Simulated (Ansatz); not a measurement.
# Pd(111) with 4 thermally displaced layers, 2x2: scattering by thermal displacements, part 2 of 2

Wanted: the phonon-limited resistivity of Pd at 300 K by the Landauer route. The measured value for the pure metal at this temperature is 10.8 µΩ cm (CRC Handbook of Chemistry and Physics, 84th ed., 2003, Electrical Resistivity of Pure Metals).

Ansatz 0.2.0; Ansatz plane-wave DFT, PBE, PAW files; ballistic transport by layer matching (Landauer), zero bias; PAW set soft_1.

So far. Step 3 (With 8 displaced layers): Over the solved energies the transmission per spin lies between 3.26 and 3.93, out of 5.26 channels of the lead on average (up to 6.13).

### Step 4. With 12 displaced layers

Each atom of 12 layers is moved at random, by amounts drawn from a normal law 0.0748 Å wide in each direction from the Debye model (274 K) at 300 K. A fresh draw is used; the growth of the resistance with length is what counts.

System of this step: Pd(111) with 12 thermally displaced layers, 2x2. The cell holds 72 atoms: 72 Pd. Cell: a = 5.501 Å, b = 5.501 Å, c = 40.424 Å, α = 90.0°, β = 90.0°, γ = 120.0°. It derives from Pd. Regions: lead, 24 atoms (24 Pd); scattering region, 48 atoms (48 Pd). The structure is stacked along c, and the current runs across the ab planes.

The input, input.yaml:

```yaml
crystal:
  lattice:
    - [5.5010079149, 0.0, 0.0]
    - [-2.7505039575, 4.7640126007, 0.0]
    - [0.0, 0.0, 40.4239873877]
  atoms:
    - { symbol: Pd, position: [0.0, 0.0, 0.0277777778] }
    - { symbol: Pd, position: [0.0, 0.5, 0.0277777778] }
    - { symbol: Pd, position: [0.5, 0.0, 0.0277777778] }
    - { symbol: Pd, position: [0.5, 0.5, 0.0277777778] }
    - { symbol: Pd, position: [0.1666666667, 0.3333333333, 0.0833333333] }
    - { symbol: Pd, position: [0.1666666667, 0.8333333333, 0.0833333333] }
    - { symbol: Pd, position: [0.6666666667, 0.3333333333, 0.0833333333] }
    - { symbol: Pd, position: [0.6666666667, 0.8333333333, 0.0833333333] }
    - { symbol: Pd, position: [0.3333333333, 0.1666666667, 0.1388888889] }
    - { symbol: Pd, position: [0.3333333333, 0.6666666667, 0.1388888889] }
    - { symbol: Pd, position: [0.8333333333, 0.1666666667, 0.1388888889] }
    - { symbol: Pd, position: [0.8333333333, 0.6666666667, 0.1388888889] }
    - { symbol: Pd, position: [0.9918331616, 0.998547235, 0.1949098104] }
    - { symbol: Pd, position: [0.9802990453, 0.469810006, 0.1943107544] }
    - { symbol: Pd, position: [0.5115725361, 0.0170195994, 0.1955132258] }
    - { symbol: Pd, position: [0.485573769, 0.4886411579, 0.1981631213] }
    - { symbol: Pd, position: [0.1913215134, 0.3620756787, 0.253938489] }
    - { symbol: Pd, position: [0.1585710467, 0.8393796927, 0.2508473974] }
    - { symbol: Pd, position: [0.6785247766, 0.3418378666, 0.2503737078] }
    - { symbol: Pd, position: [0.6572432992, 0.8097533218, 0.2496940842] }
    - { symbol: Pd, position: [0.3241616266, 0.1686454622, 0.3046908109] }
    - { symbol: Pd, position: [0.348167045, 0.6795211195, 0.3061264939] }
    - { symbol: Pd, position: [0.8383598071, 0.1681253582, 0.3047273363] }
    - { symbol: Pd, position: [0.8272082536, 0.6588880708, 0.3062731526] }
    - { symbol: Pd, position: [0.0047531682, 0.009122698, 0.3586537253] }
    - { symbol: Pd, position: [0.0060812262, 0.4880303582, 0.3597530282] }
    - { symbol: Pd, position: [0.4928956611, 0.9911583257, 0.3616495583] }
    - { symbol: Pd, position: [0.4838042578, 0.4832157777, 0.3595467665] }
    - { symbol: Pd, position: [0.1848454839, 0.334027917, 0.4145072748] }
    - { symbol: Pd, position: [0.15457113, 0.8089145407, 0.4199765383] }
    - { symbol: Pd, position: [0.6497038027, 0.3408468074, 0.4176721231] }
    - { symbol: Pd, position: [0.649315461, 0.8380458285, 0.4185109744] }
    - { symbol: Pd, position: [0.3417364527, 0.1707630174, 0.4739776128] }
    - { symbol: Pd, position: [0.3381601355, 0.6719464753, 0.4719878644] }
    - { symbol: Pd, position: [0.8345334066, 0.1518927233, 0.4736866186] }
    - { symbol: Pd, position: [0.8179073653, 0.6495501142, 0.4728977641] }
    - { symbol: Pd, position: [0.0305556412, 0.0150924354, 0.5268240637] }
    - { symbol: Pd, position: [0.0059233752, 0.4928717093, 0.5275483991] }
    - { symbol: Pd, position: [0.4830337666, 0.9636339205, 0.5281321766] }
    - { symbol: Pd, position: [0.4805338637, 0.4890551294, 0.5250508364] }
    - { symbol: Pd, position: [0.1386529818, 0.3185298815, 0.5848603071] }
    - { symbol: Pd, position: [0.1891125092, 0.8329377682, 0.5853526424] }
    - { symbol: Pd, position: [0.6480757241, 0.303327115, 0.5836106098] }
    - { symbol: Pd, position: [0.6693602721, 0.8266066886, 0.5838923086] }
    - { symbol: Pd, position: [0.3343400072, 0.1531164762, 0.6361574278] }
    - { symbol: Pd, position: [0.3286700308, 0.6633543138, 0.6382366248] }
    - { symbol: Pd, position: [0.8602918423, 0.1937478016, 0.6381182843] }
    - { symbol: Pd, position: [0.8502155111, 0.6814335002, 0.6402078989] }
    - { symbol: Pd, position: [0.011182305, 0.9938912628, 0.6958127446] }
    - { symbol: Pd, position: [0.0338215937, 0.5126126083, 0.6932979274] }
    - { symbol: Pd, position: [0.5181653919, 0.0198116093, 0.6951268987] }
    - { symbol: Pd, position: [0.5044511056, 0.5242168781, 0.6921329526] }
    - { symbol: Pd, position: [0.1733819261, 0.3330794763, 0.7477922697] }
    - { symbol: Pd, position: [0.1859703901, 0.8387930297, 0.7478419622] }
    - { symbol: Pd, position: [0.6714581853, 0.3265598601, 0.74648072] }
    - { symbol: Pd, position: [0.6593716367, 0.8374694707, 0.7511757568] }
    - { symbol: Pd, position: [0.3359379779, 0.1673754797, 0.80642482] }
    - { symbol: Pd, position: [0.3397013749, 0.6851376179, 0.805830474] }
    - { symbol: Pd, position: [0.8415717115, 0.1751538859, 0.8036002814] }
    - { symbol: Pd, position: [0.8356886833, 0.6906559609, 0.8061757218] }
    - { symbol: Pd, position: [0.0, 0.0, 0.8611111111] }
    - { symbol: Pd, position: [0.0, 0.5, 0.8611111111] }
    - { symbol: Pd, position: [0.5, 0.0, 0.8611111111] }
    - { symbol: Pd, position: [0.5, 0.5, 0.8611111111] }
    - { symbol: Pd, position: [0.1666666667, 0.3333333333, 0.9166666667] }
    - { symbol: Pd, position: [0.1666666667, 0.8333333333, 0.9166666667] }
    - { symbol: Pd, position: [0.6666666667, 0.3333333333, 0.9166666667] }
    - { symbol: Pd, position: [0.6666666667, 0.8333333333, 0.9166666667] }
    - { symbol: Pd, position: [0.3333333333, 0.1666666667, 0.9722222222] }
    - { symbol: Pd, position: [0.3333333333, 0.6666666667, 0.9722222222] }
    - { symbol: Pd, position: [0.8333333333, 0.1666666667, 0.9722222222] }
    - { symbol: Pd, position: [0.8333333333, 0.6666666667, 0.9722222222] }
kpoints:
  mp_grid: { grid: [5, 5, 1] }
hamiltonian:
  xc: pbe
  pseudopotentials: { kind: paw, azcp: { folder: soft_1 } }
scf:
  occupations: { method: fermi_dirac, width: 0.1 }
output:
  transmission:
    leads: [[0, 4]]
    kmesh: [10, 10]
    e_range: [-0.05, 0.05]
    de: 0.05
  write_potential: true
  write_density: true
  volumetric_format: npy
```

Launch:

```bash
ansatz run input.yaml --threads 4 --pin off --max-ram 15360MiB --backend cpu --events-out ev --progress --plain --runs-dir out
```

Numbers of over 12 decimals in the logs are rounded to 6 here.

The program printed:

```text
[...]
Crystal: 72 atoms, lattice volume = 1059.386 Å³
Basis set: ecut = 420 eV, 20709 PW (Γ)
Bands: 778, of which v1, the nominal top of the filled ones, is band 648 counted from 1 (647 counted from 0)
Symmetry: 1 space group operations
[...]
k-points: 13 of 25 (time reversal used)
[...]
SCF iter   1: F=—  HF=-502111.780028 eV  |F-HF|=—  |Δ(HF+E_count)|=         —  Δρ=1.52e-1  dr2=2.56e2  ethr=3.10e-3  ⟨swp⟩=5.0  Hψ=32632  notcnv=0  defer=127
[...]
SCF iter  11: F=-502047.471459 eV  HF=-502047.471459 eV  |F-HF|=2.05e-8  |Δ(HF+E_count)|=   4.66e-9  Δρ=4.71e-7  dr2=2.17e-8  ethr=7.72e-12  ⟨swp⟩=8.5  Hψ=33190  notcnv=0
SCF 1 converged in 11 iterations: F = -502047.471459 eV  dr2 = 2.17e-8
[...]
transmission: 338 of 3380 steps passed
transmission: 676 of 3380 steps passed
[...]
transmission: 3380 of 3380 steps passed
SCF converged after 11 iterations
Free energy (F): -502047.471459 eV
[...]
Internal energy: -502043.166883 eV  (E = F + TS)
E sigma→0 (E₀):  -502045.319171 eV
Entropy (-TS):   -4.304576 eV (-59.786 meV/atom)
Fermi energy:    19.753331 eV
[...]
--- Band table (eV; the first three rows and the last of 13) ---
  k-point 0: bands = [... 644 lower, 19.8455, 19.8602, 19.8682, 19.8764, 19.8796, 19.8821, 19.8885, 19.9291, ... 126 higher]
  k-point 1: bands = [... 644 lower, 19.7055, 19.7126, 19.7206, 19.7274, 19.7845, 19.8156, 19.8216, 19.8567, ... 126 higher]
  k-point 2: bands = [... 644 lower, 19.7187, 19.7273, 19.7349, 19.7400, 19.7422, 19.7489, 19.7541, 19.7636, ... 126 higher]
  k-point 12: bands = [... 644 lower, 19.6856, 19.6951, 19.7050, 19.7103, 19.7306, 19.7562, 19.7832, 19.7848, ... 126 higher]
--- Transmission ---
  basis      : 235 plane waves across, 65 finite elements along
  points     : 52, standing for a mesh of 10 x 10
[...]
channels       : 5.230000e0 a spin
[...]
junction   : crystal 0 to crystal 0, 0.70 to 38.88 Å
    transmission   : 3.419488e0 a spin
[...]
```

It took 29 min on 4 threads of Arm Neoverse V1, shared host; peak memory 8.2 GiB.

Numbers from this step:

```yaml
free_energy: -502047.4715 eV
energy_at_zero_smearing: -502045.3192 eV
transmission_per_spin_nearest_the_fermi_level: 3.419
step_of_the_lead_s_potential: 5.7 meV
```

Per spin. The transmission, zone mean by energy, zero at the Fermi level:

```tsv
energy (eV)	transmission, zone mean
-0.0500	3.67
0.0000	3.42
0.0500	3.11
```

Over the solved energies the transmission per spin lies between 3.11 and 3.67, out of 5.31 channels of the lead on average (up to 6.25).

### Step 5. Resistance against length

This step: Ansatz plane-wave DFT, PBE, PAW files; ballistic transport by layer matching (Landauer), zero bias; resistivity from the slope of the area resistance; PAW set soft_1 (Ansatz 0.2.0).

Numbers from this step:

```
resistivity           : 13.07 µΩ cm
intercept             : 0.02298 fΩ m²
scatter about the fit : 0.02422 fΩ m²
```

Resistance, by row:

```tsv
run	length (Å)	T	channels N	RA (fΩ m²)
n4	8.983	4.459	5.323	0.1232
n8	17.97	3.616	5.257	0.292
n12	26.95	3.399	5.31	0.358
```

Table of area resistance by length of the displaced region:

```tsv
length of the displaced region (Å)	area resistance (fΩ m²)
8.98	0.123
17.97	0.292
26.95	0.358
```

The area resistance goes from 0.12 to 0.36 fΩ m² between 9.0 and 26.9 Å, a slope of 13 µΩ cm.

By hand from the end points: (0.3580 − 0.1232) fΩ m² / (26.95 − 8.98) Å = 13 µΩ cm, since 1 fΩ m² per Å is 1000 µΩ cm.

### Step 6. What came out

```json
{"resistivity from the slope": "13.1 µΩ cm", "area resistance over 8.98 Å": "0.123 fΩ m²", "area resistance over 18.0 Å": "0.292 fΩ m²", "area resistance over 26.9 Å": "0.358 fΩ m²"}
```

The slope gives 13 µΩ cm. The points scatter by 0.024 fΩ m² about the line, with one random draw a length in a 2x2 cell, so the slope is a rough value. The mean square of the displacements drawn is 0.75, 0.94 and 0.81 of the nominal one at the three lengths; with each resistance scaled back by that, the slope is 15 µΩ cm, the value used below. The lead's own channel count moves between the runs (5.32, 5.26 and 5.31), which shifts RA and the slope too. Read with a model of isotropic scattering on a spherical Fermi surface and the lead's 1.6×10¹⁵ S/m², this slope means a mean free path near 32 Å; over these lengths the model's slope is 1.05 times its bulk resistivity, which would be 15 µΩ cm. Uncorrelated displacements put too much weight on short waves, which scatter strongly; with the sideways repeat of a small cell, one draw and three short lengths, the method is good to a factor of two or three. The measured value is 10.8 µΩ cm (CRC Handbook of Chemistry and Physics, 84th ed., 2003, Electrical Resistivity of Pure Metals); the scaled slope is 1.4 times that and the corrected value 1.4: fair for so small a cell.

[Logs are printed without paths, hosts, clocks, repeated set-up lines and the standing remarks that a program may print on its own settings, such as how far it seeks lower states.]

[Hosts, paths, dates, database ids (printed as entryN), source tags and the programs' standing remarks are cut or masked in the printed files.]
